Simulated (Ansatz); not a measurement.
# Gap against volume in glassy 76SiO2-24MgO (mol %) (94 atoms)

Density of this cell: 2.39 g/cm³. The cell holds 94 atoms: 26 Si, 8 Mg and 60 O. Its edges and angles: a = 10.279 Å, b = 11.197 Å, c = 11.417 Å, α = 94.0°, β = 89.6°, γ = 87.1°. The starting structure: 94 atoms (26 Si, 8 Mg, 60 O) placed at random at 2.34 g/cm³, melted at 4000 K for 10 ps at fixed volume with the Morse and Coulomb pair potential with partial charges (Pedone, Malavasi, Menziani, Cormack and Segre, J. Phys. Chem. B 110, 11780 (2006)). Quenched from 4000 K to 300 K at 50 K/ps and fixed volume, held 10 ps at zero pressure.

Calculated with Ansatz 0.2.0: Kohn-Sham DFT, revPBE, PAW (set soft_2), plane waves; cutoff 420 eV, Γ point, fixed occupations. The relaxed cell was scaled evenly and the atoms were relaxed at each volume. The gap is that between the highest filled and the lowest empty Kohn-Sham level on the run's k-points.

```
volume (Å³/atom)  gap (eV)
          12.534               4.011
          13.091               3.901
          13.509                   ?
          13.926               3.679
          14.344               3.578
          14.762               3.456
```

**Question.** Fit a straight line in ln V to the rows given and interpolate to the withheld row.

**Working.**

A volume deformation potential makes the spacing linear in u = ln(V/V0), with V0 = 13.926 Å³ the relaxed volume; v is the spacing.

```
u = ln(V/V0)  v (eV)
   -0.105360  4.0109
  -0.0618758  3.9009
           0  3.6794
   0.0295591  3.5783
   0.0582696  3.4564
```

With n = 5: mean u = -0.0158815, mean v = 3.72518, Σ(u − ū)² = 0.017937, Σ(u − ū)(v − v̄) = -0.060980. Slope b = -0.060980 / 0.017937 = -3.3996; intercept a = v̄ − b ū = 3.6712.

At the withheld volume u = -0.03046, and v = a + b u.

Prediction at 13.509: 3.775 eV. The run gave 3.797 eV, so the fit is low by 0.022 eV (0.58 % of the value).

The slope, -3.40 eV, says that the spacing narrows on expansion. Among the rows given, the largest miss of the fit is at 13.091, by 0.019 eV (3.5 % of the range of the table).

Limits: The table spans 16 % in volume, wide for a linear law. Semilocal functionals tend to put gaps under measured ones. Only the Γ point is sampled. Atoms move by up to 0.8 Å in these relaxations, so the structure changes along the series. Defect or tail levels can set the spacing of a disordered cell.

[Logs are printed without paths, hosts, clocks, repeated set-up lines and the standing remarks that a program may print on its own settings, such as how far it seeks lower states.]

[Hosts, paths, dates, database ids (printed as entryN), source tags and the programs' standing remarks are cut or masked in the printed files.]
